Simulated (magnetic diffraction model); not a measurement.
# Which magnetic order? BaY2NiS5

Space group Immm (no. 71), a = 4.3830 Å, b = 6.8610 Å, c = 13.3730 Å.

```
site  atom    x       y       z
  2d    Ba    0     1/2       0
  4i     Y    0       0  0.8019
  2b    Ni  1/2       0       0
  2a     S    0       0       0
  8l     S  1/2  0.2481  0.8497
```

The compound is invented for this exercise: a known structure type with other elements, its cell scaled to their sizes and not relaxed.

Only Ni is taken to order (form factors of Ni2+); orders and moment sizes are assumed, and not adapted to the symmetry. Radiation: neutrons of λ = 2.41 Å, 3° to 80°; isotropic B of 0.21 Å² (Ba), 0.21 Å² (Y), 0.21 Å² (Ni) and 0.21 Å² (S). Simulated constant-wavelength pattern: nuclear and magnetic terms add, the magnetic one as |2.695 fm × Σ f S⊥ exp(2πi Q·r) exp(−B s²)|², summed over all Q at one angle with the factor 1/(sin²θ cos θ). For a modulated order the moment at position r is S exp(−2πi k·r) + c.c., with S = m/2 for a sine wave of amplitude m and S = m(u + iv)/2 for moments turning in a plane, u and v being orthogonal unit vectors in it; the phase factor of the sum at Q = H + k is then exp(2πi H·r). Free-ion form factors, Sears's scattering lengths of 1992, no absorption; a label names one of the reflections at its angle. The strongest nuclear line in the range is 100, and lines under 0.2 are left out.

Above the ordering temperature:

```tsv
2θ (°)	index	I
20.76	(0 0 2)	0.9
22.77	(0 1 1)	47.6
33.63	(1 0 1)	2.2
37.61	(0 1 3)	2.6
38.08	(1 1 0)	0.8
41.13	(0 2 0)	22.6
42.25	(0 0 4)	7.5
43.77	(1 1 2)	100.0
45.36	(1 0 3)	1.5
46.51	(0 2 2)	6.5
54.14	(1 2 1)	9.7
57.84	(0 1 5)	28.2
58.17	(1 1 4)	7.0
60.44	(0 2 4)	47.0
62.88	(1 2 3)	60.9
63.71	(1 0 5)	7.4
64.63	(0 3 1)	7.0
65.45	(0 0 6)	23.4
66.71	(2 0 0)	41.7
70.71	(2 0 2)	0.2
71.50	(2 1 1)	12.8
72.62	(0 3 3)	0.7
```
(The table stops after 22 lines; 5 more lie at higher angle.)

Below it (cell unchanged):

```
2θ (°)      I
 18.67    1.2
 20.76    0.9
 21.89    1.8
 22.77   47.6
 22.87    0.8
 23.80    1.5
 33.63    2.2
 35.81    0.6
 37.61    2.6
 38.08    0.8
 38.14    0.3
 39.46    0.5
 40.05    0.2
 41.13   22.6
 41.19    0.4
 42.25    7.5
 42.73    0.3
 43.77  100.0
 44.88    0.3
 45.36    1.5
 45.52    0.3
 46.51    6.5
 47.57    0.3
 53.72    0.3
 54.14    9.7
 54.64    0.3
 56.45    0.2
 57.84   28.2
 58.17    7.0
 59.95    0.2
 60.44   47.0
 61.66    0.2
 62.88   60.9
 63.71    7.4
 64.63    7.0
 65.45   23.4
```
(The table stops after 36 lines; 9 more lie at higher angle.)

**Question.** Find the propagation vector, then choose among these models:
A. a sine wave with moments along [001] (amplitudes given), 1.91 μB on Ni
B. moments turning in the plane of [010] and [001], 1.91 μB on Ni
C. moments turning in the plane of [001] and [100], 1.91 μB on Ni
D. a sine wave with moments along [100] (amplitudes given), 1.91 μB on Ni

The new lines index as (0 0 9/5) at 18.67°, (0 1 4/5) at 21.89°, (0 0 11/5) at 22.87° and (0 1 6/5) at 23.80°, that is as H ± k with k = (0 0 1/5). Satellites come in pairs about each point of the reciprocal lattice. Below the range, at 2.07°, lies the magnetic line (0 0 1/5) with 108.

Magnetic intensity, observed (below minus above) and for each model:

| 2θ (°) | index | observed | A | B | C | D |
| --- | --- | --- | --- | --- | --- | --- |
| 18.67 | (0 0 9/5) | 1.2 | <0.2 | 1.2 | 1.2 | 1.2 |
| 21.89 | (0 1 4/5) | 1.8 | 1.5 | 1.8 | 3.3 | 1.8 |
| 22.87 | (0 0 11/5) | 0.8 | <0.2 | 0.8 | 0.8 | 0.8 |
| 23.80 | (0 1 6/5) | 1.5 | 1.1 | 1.5 | 2.6 | 1.5 |
| 33.02 | (1 0 4/5) | <0.2 | 0.7 | 1.4 | 0.7 | <0.2 |
| 34.37 | (1 0 6/5) | <0.2 | 0.6 | 1.2 | 0.7 | <0.2 |
| 38.14 | (1 1 1/5) | 0.3 | 1.0 | 1.8 | 1.3 | 0.3 |
| 42.73 | (1 1 9/5) | 0.3 | 0.6 | 1.2 | 1.0 | 0.3 |

Model D matches.

The structure used: k = (0 0 1/5), a sine wave with moments along [100] (amplitudes given), 1.91 μB on Ni.

[Logs are printed without paths, hosts, clocks, repeated set-up lines and the standing remarks that a program may print on its own settings, such as how far it seeks lower states.]
